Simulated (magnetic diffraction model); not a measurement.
# Rb3CoBr6: the ordered moment from one line

Space group Fm-3m (no. 225), a = 10.7990 Å.

```
site  atom    x    y       z
  4b    Rb  1/2    0       0
  8c    Rb  1/4  1/4     3/4
 24e    Br    0    0  0.7889
  4a    Co    0    0       0
```

The compound is invented for this exercise: a known structure type with other elements, its cell scaled to their sizes and not relaxed.

Only Co is taken to order (form factors of Co3+); orders and moment sizes are assumed, and not adapted to the symmetry. Radiation: neutrons of λ = 2.36 Å, 3° to 100°; isotropic B of 0.52 Å² (Rb), 0.46 Å² (Br) and 0.49 Å² (Co). The intensities are simulated: I ∝ L Σ (|F_N|² + |F_M⊥|²) for unpolarised neutrons, with F_M = 2.695 fm/μB × Σ f(s) S exp(2πi Q·r) exp(−B s²) at Q = H ± k (one set where k and −k are equivalent), only the part normal to Q counting and L = 1/(sin²θ cos θ). For a modulated order the moment at position r is S exp(−2πi k·r) + c.c., with S = m/2 for a sine wave of amplitude m and S = m(u + iv)/2 for moments turning in a plane, u and v being orthogonal unit vectors in it; the phase factor of the sum at Q = H + k is then exp(2πi H·r). Form factors are spin-only for 3d ions and dipole or tabulated for f ions, scattering lengths are Sears's of 1992, and absorption is left out. A label names one of the reflections at its angle. The strongest nuclear line in the range is 100, and lines under 0.2 are left out.

In a first state the assumed order is k = (0 0 1/3), a sine wave with moments along [100] (amplitudes given), 3.29 μB on Co, with this pattern:

```tsv
2θ (°)	index	nuclear	magnetic
4.17	(0 0 1/3)	0.0	25.5
19.67	(1 1 2/3)	0.0	2.6
20.99	(0 0 5/3)	0.0	0.9
21.82	(1 1 1)	5.4	0.0
24.52	(1 1 4/3)	0.0	2.0
25.25	(2 0 0)	12.4	0.0
25.60	(2 0 1/3)	0.0	1.3
29.54	(0 0 7/3)	0.0	0.5
33.05	(2 0 5/3)	0.0	1.0
36.01	(2 2 0)	20.0	0.0
36.26	(2 2 1/3)	0.0	0.6
38.52	(1 1 8/3)	0.0	0.9
39.24	(2 0 7/3)	0.0	0.7
41.36	(3 1 2/3)	0.0	0.8
42.04	(2 2 5/3)	0.0	0.5
42.50	(3 1 1)	8.4	0.0
```
(The table stops after 16 lines; 32 more lie at higher angle.)

**Question.** Nearer the ordering temperature the line at 4.17° has total intensity 12.5 on the same scale, and all moments have shrunk alike. How large is the Co moment?

The nuclear part, 0.0, stays, so the magnetic part is 12.5 against 25.5. It goes as m², so m = 3.29 × √(12.5/25.5) = 2.30 μB; the value used was 2.3 μB.

[Logs are printed without paths, hosts, clocks, repeated set-up lines and the standing remarks that a program may print on its own settings, such as how far it seeks lower states.]
